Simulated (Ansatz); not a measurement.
# ScTeN3 in Imma, a phase reached by a soft mode: following an unstable mode, part 2 of 2

Wanted: the energy along a soft mode of ScTeN3 in Imma, a phase reached by a soft mode and the structure at the end.

Ansatz 0.2.0; DFT PBEsol, scalar-relativistic, plane waves, PAW; PAW set soft_1.

So far. Step 4 (The mode frozen in, largest atomic shift 0.32 Å): The run ends at a pressure of 0.40 GPa, with forces up to 0.42 eV/Å. Step 5 (Energy along the mode, all amplitudes (two of the runs …): The lowest of the steps tried is at 0.32 Å, 19.5 meV/atom below the parent; the bottom of the well need not coincide with a step.

The structure was built from a prototype and need not be the compound's stable phase.

**6. Relaxation from the frozen mode**

Starting from the lowest point found, all atoms and the cell are let go, so that strain and other modes of the same symmetry can join in.

Contents of input.yaml:

```yaml
crystal:
  lattice:
    - [-2.7355187967, 3.9507712505, 2.7020717236]
    - [2.7355187967, -3.9507712505, 2.7020717236]
    - [2.7355187967, 3.9507712505, -2.7020717236]
  atoms:
    - { symbol: Sc, position: [0.7113521191, 0.9771690767, 0.7658169576] }
    - { symbol: Sc, position: [0.2886478809, 0.0544648385, 0.2658169576] }
    - { symbol: Te, position: [0.0, 0.5000061458, 0.5000061458] }
    - { symbol: Te, position: [0.5, 0.5000061458, 6.1458e-06] }
    - { symbol: "N", position: [0.1161190808, 0.3076292615, 0.6915101807] }
    - { symbol: "N", position: [0.8838809192, 0.5753910999, 0.1915101807] }
    - { symbol: "N", position: [0.3366220328, 0.5098910703, 0.3343997725] }
    - { symbol: "N", position: [0.6754912978, 0.5098910703, 0.6732690375] }
    - { symbol: "N", position: [0.6633779672, -0.0022222604, 0.1732690375] }
    - { symbol: "N", position: [0.3245087022, -0.0022222604, 0.8343997725] }
kpoints:
  mp_grid: { grid: [8, 8, 8] }
hamiltonian:
  xc: pbesol
  pseudopotentials: { kind: paw, azcp: { folder: soft_1 }, xc_functional: pbe }
scf:
  occupations: { method: methfessel_paxton, width: 0.2 }
output:
  forces: true
  stress: true
  eigenvalues: true
relax:
  adjacent_minimum: "off"
  f_tol: 0.002
  max_steps: 120
  cell: { stress_tol: 0.03 }
```

Command:

```
> ansatz run input.yaml --threads 8 --pin off --max-ram 16384MiB --backend cpu --events-out ev --progress --plain --runs-dir out
```

Numbers of over 12 decimals in the logs are rounded to 6 here.

Log:

```text
[...]
Crystal: 10 atoms, lattice volume = 116.810 Å³
Basis set: ecut = 420 eV, 2285 PW (Γ), exchange–correlation on 80×80×80 points (8 copies of the dense FFT grid, shifted against one another)
Bands: 52, of which v1, the nominal top of the filled ones, is band 42 counted from 1 (41 counted from 0)
Symmetry: 4 space group operations
[...]
k-points: 95 of 512 (time reversal used)
[...]
SCF iter   1: F=—  HF=-20303.059209 eV  |F-HF|=—  |Δ(HF+E_count)|=         —  Δρ=1.01e-1  dr2=1.78e1  ethr=3.10e-3  ⟨swp⟩=5.9  Hψ=20197  notcnv=0
[...]
SCF iter   9: F=-20297.244021 eV  HF=-20297.244021 eV  |F-HF|=6.60e-9  |Δ(HF+E_count)|=   5.17e-9  S|Δr|=    0.00e0  Δρ=2.68e-6  dr2=1.18e-8  ethr=1.19e-10  ⟨swp⟩=4.0  Hψ=15547  notcnv=0
SCF 1 converged in 9 iterations: F = -20297.244021 eV  dr2 = 1.18e-8
[...]
relax step   1: F+E_penalty+E_count = -20297.24402122 eV  Δ(F+E_penalty+E_count) = +0.000e0 eV  max|allowed force component| = 3.863e-1 eV/Å  Δτ_max = 0.0000 Å  P = +0.396 GPa  Ω = 116.810 Å³  (9 SCF iters, dr2 threshold 1.00e-7 eV, accepted)
Crystal: 10 atoms, lattice volume = 117.010 Å³
Basis set: ecut = 420 eV, 2265 PW (Γ), exchange–correlation on 80×80×80 points (8 copies of the dense FFT grid, shifted against one another)
[...]
iter 1 solved again at ethr=1.51e-5 eV; its pass at ethr=3.10e-3 eV (dr2=1.27e-2 eV) is discarded
[...]
SCF iter   6: F=-20297.271673 eV  HF=-20297.271673 eV  |F-HF|=1.25e-7  |Δ(HF+E_count)|=   1.09e-6  S|Δr|=    0.00e0  Δρ=2.88e-5  dr2=8.27e-7  ethr=1.19e-9  ⟨swp⟩=5.8  Hψ=24421  notcnv=0
SCF 2 converged in 6 iterations: F = -20297.271673 eV  dr2 = 8.27e-7
relax step   2: F+E_penalty+E_count = -20297.27167296 eV  Δ(F+E_penalty+E_count) = -2.765e-2 eV  max|allowed force component| = 1.564e-1 eV/Å  Δτ_max = 0.0380 Å  P = +0.072 GPa  Ω = 117.010 Å³  energy of the carried Pulay correction = -3.947e-4 eV  (6 SCF iters, dr2 threshold 1.00e-6 eV, accepted)
Crystal: 10 atoms, lattice volume = 116.978 Å³
Basis set: ecut = 420 eV, 2273 PW (Γ), exchange–correlation on 80×80×80 points (8 copies of the dense FFT grid, shifted against one another)
[...]
SCF iter   6: F=-20297.281610 eV  HF=-20297.281610 eV  |F-HF|=1.76e-8  |Δ(HF+E_count)|=   5.99e-8  S|Δr|=    0.00e0  Δρ=1.09e-5  dr2=9.03e-8  ethr=1.19e-9  ⟨swp⟩=7.1  Hψ=21450  notcnv=0
SCF 3 converged in 6 iterations: F = -20297.281610 eV  dr2 = 9.03e-8
relax step   3: F+E_penalty+E_count = -20297.28160966 eV  Δ(F+E_penalty+E_count) = -9.937e-3 eV  max|allowed force component| = 1.121e-1 eV/Å  Δτ_max = 0.0182 Å  P = +0.164 GPa  Ω = 116.978 Å³  energy of the carried Pulay correction = -3.315e-4 eV  (6 SCF iters, dr2 threshold 1.00e-6 eV, accepted)
[...]
relax step   4: F+E_penalty+E_count = -20297.28450422 eV  Δ(F+E_penalty+E_count) = -2.895e-3 eV  max|allowed force component| = 7.966e-2 eV/Å  Δτ_max = 0.0124 Å  P = +0.002 GPa  Ω = 117.164 Å³  energy of the carried Pulay correction = -6.955e-4 eV  (6 SCF iters, dr2 threshold 7.86e-7 eV, accepted)
[...]
relax step   5: F+E_penalty+E_count = -20297.28514431 eV  Δ(F+E_penalty+E_count) = -6.401e-4 eV  max|allowed force component| = 5.561e-3 eV/Å  Δτ_max = 0.0046 Å  P = +0.049 GPa  Ω = 117.174 Å³  energy of the carried Pulay correction = -7.146e-4 eV  (5 SCF iters, dr2 threshold 3.97e-7 eV, accepted)
[...]
relax step   6: F+E_penalty+E_count = -20297.28507432 eV  Δ(F+E_penalty+E_count) = +6.999e-5 eV  max|allowed force component| = 2.481e-3 eV/Å  Δτ_max = 0.0006 Å  P = -0.014 GPa  Ω = 117.219 Å³  energy of the carried Pulay correction = -8.045e-4 eV  (5 SCF iters, dr2 threshold 2.87e-8 eV, accepted)
[...]
relax step   7: F+E_penalty+E_count = -20297.28510127 eV  Δ(F+E_penalty+E_count) = -2.695e-5 eV  max|allowed force component| = 2.991e-4 eV/Å  Δτ_max = 0.0002 Å  P = +0.001 GPa  Ω = 117.207 Å³  energy of the carried Pulay correction = -7.802e-4 eV  (5 SCF iters, dr2 threshold 2.74e-9 eV, accepted)
[...]
relax step   8: F+E_penalty+E_count = -20297.28602509 eV  Δ(F+E_penalty+E_count) = -9.238e-4 eV  max|allowed force component| = 2.559e-4 eV/Å  Δτ_max = 0.0000 Å  P = +0.011 GPa  Ω = 117.207 Å³  stress off target by 3.55e-2 GPa  SCF on the basis re-selected at this cell (its energy is not comparable with the rows above)  (5 SCF iters)
[...]
relax step   9: F+E_penalty+E_count = -20297.28601730 eV  Δ(F+E_penalty+E_count) = +7.786e-6 eV  max|allowed force component| = 2.248e-4 eV/Å  Δτ_max = 0.0001 Å  P = +0.006 GPa  Ω = 117.211 Å³  energy of the carried Pulay correction = -9.006e-6 eV  (4 SCF iters, dr2 threshold 3.15e-9 eV, accepted)
[...]
SCF iter   1: F=—  HF=-20297.286040 eV  |F-HF|=—  |Δ(HF+E_count)|=         —  Δρ=1.68e-6  dr2=1.86e-9  ethr=9.83e-8  ⟨swp⟩=3.2  Hψ=34409  notcnv=0
eigensolver tolerance schedule: the retry pair's looser diagonalisation over-reported the residual by 44283.61 of it (diagonalisation noise at an unbounded share of the residual, at the tolerance the schedule requests for it); recorded, not acted on — ethr = c·dr2/N_el stays at c = 1.0e-1
SCF iter   2: F=—  HF=-20297.286036 eV  |F-HF|=—  |Δ(HF+E_count)|=   3.49e-6  S|Δr|=    0.00e0  Δρ=8.80e-7  dr2=4.41e-10  ethr=2.22e-12  ⟨swp⟩=4.0  Hψ=14324  notcnv=0
[...]
SCF iter   4: F=-20297.286036 eV  HF=-20297.286036 eV  |F-HF|=3.64e-12  |Δ(HF+E_count)|=  5.82e-11  S|Δr|=    0.00e0  Δρ=1.20e-7  dr2=8.31e-12  ethr=1.00e-12  ⟨swp⟩=6.7  Hψ=22561  notcnv=0
SCF 10 converged in 4 iterations: F = -20297.286036 eV  dr2 = 8.31e-12
relax step  10: F+E_penalty+E_count = -20297.28603648 eV  Δ(F+E_penalty+E_count) = -1.918e-5 eV  max|allowed force component| = 2.293e-4 eV/Å  Δτ_max = 0.0000 Å  P = +0.006 GPa  Ω = 117.211 Å³  stress off target by 1.41e-2 GPa  SCF on the basis re-selected at this cell (its energy is not comparable with the rows above)  (4 SCF iters)
[...]
SCF converged after 4 iterations
[...]
Free energy (F): -20297.286036 eV
[...]
Internal energy: -20297.286050 eV  (E = F + TS)
E sigma→0 (E₀):  -20297.286040 eV
Entropy (-TS):   0.000013 eV (0.001 meV/atom)
Fermi energy:    12.836213 eV
[...]
--- Forces (eV/Å), atoms counted from 1 ---
  atom   1  Sc     0.00022917    -0.00000000     0.00004956
  atom   2  Sc     0.00022917    -0.00000000    -0.00004956
  atom   3  Te    -0.00004003     0.00000000    -0.00000000
  atom   4  Te    -0.00004003     0.00000000     0.00000000
  atom   5  N      0.00009393     0.00000000    -0.00003373
  atom   6  N      0.00009393     0.00000000     0.00003373
  atom   7  N     -0.00014183    -0.00014773    -0.00004081
  atom   8  N     -0.00014183     0.00014773    -0.00004081
  atom   9  N     -0.00014183     0.00014773     0.00004081
  atom  10  N     -0.00014183    -0.00014773     0.00004081
  max |Σ_I F_I| component: 1.17e-6 eV/Å
--- Stress (GPa, compression-positive) ---
        0.000782       0.000000       0.000000
        0.000000       0.003603       0.000000
        0.000000       0.000000       0.014075
  P = ⅓ Tr σ = 0.0062 GPa (0.062 kbar)
--- Band table (eV; the first three rows and the last of 95) ---
  k-point 0: bands = [... 38 lower, 11.6404, 11.8828, 11.9774, 12.0285, 13.4393, 15.3124, 15.8347, 15.9277, ... 6 higher]
  k-point 1: bands = [... 38 lower, 11.5931, 11.6394, 11.7949, 12.0114, 13.5200, 15.3906, 15.8741, 15.9273, ... 6 higher]
  k-point 2: bands = [... 38 lower, 11.4593, 11.4749, 11.6369, 11.9741, 13.7400, 15.6154, 15.9261, 15.9701, ... 6 higher]
  k-point 94: bands = [... 38 lower, 11.3363, 11.4333, 12.1099, 12.2646, 13.5863, 14.2173, 15.3982, 16.2180, ... 6 higher]
--- Relaxed structure (8 steps of the walk, 8 accepted, 2 SCFs on fresh bases) ---
  F+E_penalty+E_count = -20297.28603648 eV   max|allowed force component| = 2.293e-4 eV/Å   (the final SCF, on the basis selected at the relaxed cell)
  cell:  # Å, volume = 117.2114 Å³
    - [-2.750506, 3.956006, 2.693026]
    - [2.750506, -3.956006, 2.693026]
    - [2.750506, 3.956006, -2.693026]
  atoms:
    - { symbol: Sc, position: [0.713651, 0.990178, 0.776527] }
    - { symbol: Sc, position: [0.286349, 0.062876, 0.276527] }
    - { symbol: Te, position: [0, 0.497753, 0.497753] }
    - { symbol: Te, position: [0.5, 0.497753, -0.00224684] }
    - { symbol: N, position: [0.112007, 0.295793, 0.683785] }
    - { symbol: N, position: [0.887993, 0.571778, 0.183785] }
    - { symbol: N, position: [0.340343, 0.512899, 0.334381] }
    - { symbol: N, position: [0.678518, 0.512899, 0.672556] }
    - { symbol: N, position: [0.659657, -0.00596208, 0.172556] }
    - { symbol: N, position: [0.321482, -0.00596208, 0.834381] }
```

Wall time 94 s (8 threads of AMD EPYC 7R32 (Zen 2), shared host); peak memory 0.94 GiB; 12 min of CPU time.

Relaxation path:

```
step  energy less that of the first step (eV)  largest force component (eV/Å)  pressure (GPa)  volume (Å³)
   1                                   0.0000                          0.3863            0.40       116.81
   2                                  -0.0277                          0.1564            0.07       117.01
   3                                  -0.0376                          0.1121            0.16       116.98
   4                                  -0.0405                          0.0797            0.00       117.16
   5                                  -0.0411                          0.0056            0.05       117.17
   6                                  -0.0411                          0.0025           -0.01       117.22
   7                                  -0.0411                          0.0003            0.00       117.21
  8*                                  -0.0420                          0.0003            0.01       117.21
   9                                  -0.0420                          0.0002            0.01       117.21
 10*                                  -0.0420                          0.0002            0.01       117.21
```

Relaxation steps marked * repeat the geometry before them on a plane-wave basis chosen anew for their cell, so energy and pressure can jump there.

Forces are held to the 4 operations that the run works with; a distortion that breaks them can't arise in this run.

```
conventional cell, symmetrised  before  after  change
                         a (Å)   7.902  7.912  +0.1 %
                         b (Å)   5.404  5.386  -0.3 %
                         c (Å)   5.471  5.501  +0.5 %
              volume (Å³/atom)   11.68  11.72  +0.3 %
```

The atoms that moved most (Å, as changes of fractional coordinates times the final cell):

```
atom      dx      dy      dz  length
 Sc2   0.059   0.000  -0.012   0.060
 Sc1   0.059   0.000   0.012   0.060
  N5  -0.042   0.000  -0.022   0.048
  N6  -0.042   0.000   0.022   0.048
 N10  -0.002   0.003  -0.018   0.018
  N9  -0.002  -0.003  -0.018   0.018
  N8  -0.002  -0.003   0.018   0.018
  N7  -0.002   0.003   0.018   0.018
```

The relaxed structure:

```xyz
10
Lattice="-2.7505 3.9560 2.6930 2.7505 -3.9560 2.6930 2.7505 3.9560 -2.6930" Properties=species:S:1:pos:R:3 pbc="T T T"
Sc    2.8964    1.9780    2.4972
Sc    0.1459    1.9780    0.1958
Te    2.7381    0.0000    0.0000
Te   -0.0124    0.0000    2.6930
N     2.3863    1.9780   -0.7432
N    -0.3642    1.9780    3.4363
N     1.3943    0.6402    1.3973
N     1.3943    3.3158    1.3973
N    -1.3562    3.3158    1.2957
N     1.3943    4.5962   -1.3973
```

This step gave:

```yaml
pressure: 0.006153 GPa
volume_per_atom: 11.72 Å³
gap_on_the_k_mesh: 1.090 eV
```

The distorted start has space group Ima2; the relaxation ends in Ima2.

**7. The new phase in its own primitive cell**

The relaxed structure is symmetrised, reduced to its primitive cell and relaxed tightly, as its phonons need.

Contents of input.yaml:

```yaml
crystal:
  lattice:
    - [-3.9560057047, 2.6930257143, 2.7505061219]
    - [3.9560057047, -2.6930257143, 2.7505061219]
    - [3.9560057047, 2.6930257143, -2.7505061219]
  atoms:
    - { symbol: Sc, position: [0.9371241945, 0.2234730241, 0.2136511704] }
    - { symbol: Sc, position: [0.0098218537, 0.7234730241, 0.7863488296] }
    - { symbol: Te, position: [0.5022468415, 0.5022468415, 0.0] }
    - { symbol: Te, position: [0.5022468415, 0.0022468415, 0.5] }
    - { symbol: "N", position: [0.4282217785, 0.3162145306, 0.6120072479] }
    - { symbol: "N", position: [0.7042072827, 0.8162145306, 0.3879927521] }
    - { symbol: "N", position: [0.0059620812, 0.6656190633, 0.1785176347] }
    - { symbol: "N", position: [0.0059620812, 0.3274444465, 0.8403430179] }
    - { symbol: "N", position: [0.4871014285, 0.8274444465, 0.8214823653] }
    - { symbol: "N", position: [0.4871014285, 0.1656190633, 0.1596569821] }
kpoints:
  mp_grid: { grid: [6, 6, 6] }
hamiltonian:
  xc: pbesol
  pseudopotentials: { kind: paw, azcp: { folder: soft_1 }, xc_functional: pbe }
scf:
  occupations: { method: fixed }
output:
  forces: true
  stress: true
  eigenvalues: true
relax:
  adjacent_minimum: "off"
  f_tol: 0.001
  max_steps: 60
  cell: { stress_tol: 0.01 }
```

Log:

```text
[...]
Crystal: 10 atoms, lattice volume = 117.211 Å³
Basis set: ecut = 420 eV, 2285 PW (Γ), exchange–correlation on 80×80×80 points (8 copies of the dense FFT grid, shifted against one another)
Bands: 52, of which v1, the nominal top of the filled ones, is band 42 counted from 1 (41 counted from 0)
Symmetry: 4 space group operations
[...]
k-points: 46 of 216 (time reversal used)
[...]
- { symbol: Te, position: [0.502247, 0.00224698, 0.500000] }
    - { symbol: N, position: [0.428217, 0.316211, 0.612007] }
    - { symbol: N, position: [0.704204, 0.816211, 0.387993] }
    - { symbol: N, position: [0.00596171, 0.665623, 0.178517] }
    - { symbol: N, position: [0.00596171, 0.327445, 0.840339] }
    - { symbol: N, position: [0.487106, 0.827445, 0.821483] }
    - { symbol: N, position: [0.487106, 0.165623, 0.159661] }
[key lines of the parts left out:]
SCF converged after 6 iterations
Free energy (F): -20297.285952 eV
Fermi energy:    12.264335 eV
P = ⅓ Tr σ = 0.0011 GPa (0.011 kbar)
```

It took 21 s on 8 threads; peak memory 0.76 GiB; 2.6 min of CPU time.

Little changed from the start: no atom moved by 0.005 Å and no cell edge by 0.1 %.

This step gave:

```yaml
pressure: 0.001086 GPa
gap_on_the_k_mesh: 1.084 eV
direct_gap_on_mesh: 1.164 eV
```

The largest force component left is 0.17 meV/Å and the pressure is 0.001 GPa, within the tolerances set. The cell now holds 11.72 Å³/atom.

**8. The phases reached**

The phases reached along the modes that were followed are set side by side.

Energies are those of the first relaxation, on the mesh of the frozen mode; space group, volume and gap are those of the last relaxation. Phases, by row:

```
          mode frozen in  space group  energy from parent (meV/atom)  volume (Å³/atom)  gap on mesh (eV)  lowest zone-centre optical mode (cm⁻¹)  largest shift (Å)
                  parent         Imma                              0             11.68             0.203                                       –                  –
q = (0, 0, 0), 253i cm⁻¹         Ima2                         -23.66             11.72             1.084                                       –              0.326
```

**9. What came out**

```
unstable mode of the parent                                                      : q = (0, 0, 0), 253i cm⁻¹
depth at the lowest point sampled                                                : 19.5 meV/atom
largest atomic shift at that point                                               : 0.32 Å
space group reached (within 0.01 Å)                                              : Ima2
energy gained over the parent (first relaxation, on the mesh of the frozen mode) : 23.7 meV/atom
volume per atom, phase reached                                                   : 11.7 Å³
gap on the k-mesh, phase reached                                                 : 1.08 eV
```

In words: Along this mode the structure falls into Ima2, 23.7 meV/atom below the parent. At the parent's cell the well is 19.46 meV/atom deep on the steps tried, with its lowest point at a shift of 0.32 Å. Relaxing atoms and cell changes the gain by +4.20 meV/atom against the lowest step (energies at zero smearing). The modes of the phase reached were not computed on this path. Each path keeps the symmetry of its pattern, so a lower phase may lie along a pattern not tried. Spin-orbit coupling is left out, which can matter for the heavy elements here. The PAW files were made for PBE and serve the other functionals too. The starting cell was built on a prototype and not taken from a measurement, so the phase need not exist.

[Logs are printed without paths, hosts, clocks, repeated set-up lines and the standing remarks that a program may print on its own settings, such as how far it seeks lower states.]

[Hosts, paths, dates, database ids (printed as entryN), source tags and the programs' standing remarks are cut or masked in the printed files.]
